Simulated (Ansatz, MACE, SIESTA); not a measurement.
# Random packing of 35PbO-65B2O3 (mol %): programs against cell size

Single points at Γ on cells of 67, 134 and 268 atoms, calculated with SIESTA 5.4.2 and MACE MP-0b2 small.

Smallest cell: 67 atoms (6 Pb, 39 O, 22 B) packed at random in a cube at 4.24 g/cm³ and pushed apart as soft spheres, cations and anions kept from their own kind; a start for melting by ab initio MD, not an equilibrated structure. Then every atom was moved at random, 0.03 Å r.m.s. a Cartesian component.

Largest cell: 67 atoms (6 Pb, 39 O, 22 B) packed at random in a cube at 4.24 g/cm³ and pushed apart as soft spheres, cations and anions kept from their own kind; a start for melting by ab initio MD, not an equilibrated structure. The cell was repeated 2 x 2 x 1. Then every atom was moved at random, 0.03 Å r.m.s. a Cartesian component.

The programs:
- SIESTA: numerical atomic orbitals, whose automatically made sets are far from complete, with PseudoDojo norm-conserving potentials that we converted to its format (checked against plane waves on the same files for H, C, O, Si, Ge and Ca alone); labels give functional, basis size, energy shift and mesh cutoff.
- MACE: machine-learned potential, published weights.

CPU time (Arm Neoverse V2, shared host; 4 to 4 cores a run):

```tsv
method	67 atoms	134 atoms	268 atoms
SIESTA PBE, SZ, shift 0.02 Ry, mesh 350 Ry	1.8 min	-	-
SIESTA PBE, DZP, shift 0.01 Ry, mesh 350 Ry	6 min	32 min	2.4 h
MACE MP-0b2 small potential	6.3 s	6.4 s	7.2 s
```

Peak memory (GiB):

```tsv
method	67 atoms	134 atoms	268 atoms
SIESTA PBE, SZ, shift 0.02 Ry, mesh 350 Ry	0.96	-	-
SIESTA PBE, DZP, shift 0.01 Ry, mesh 350 Ry	1.6	2.4	4.6
MACE MP-0b2 small potential	0.67	0.72	0.92
```

CPU time is summed over cores on a shared host, where runs went side by side, so it is rough. Symmetry, cutoffs, thresholds, outputs and thread counts weren't matched or tuned between programs; memory under MPI is the largest rank's times the ranks.

A dash marks a run that wasn't made or didn't finish.

Each size is a configuration of its own, and Γ sampling tightens with size.

[Logs are printed without paths, hosts, clocks, repeated set-up lines and the standing remarks that a program may print on its own settings, such as how far it seeks lower states.]

[Hosts, paths, dates, database ids (printed as entryN), source tags and the programs' standing remarks are cut or masked in the printed files.]
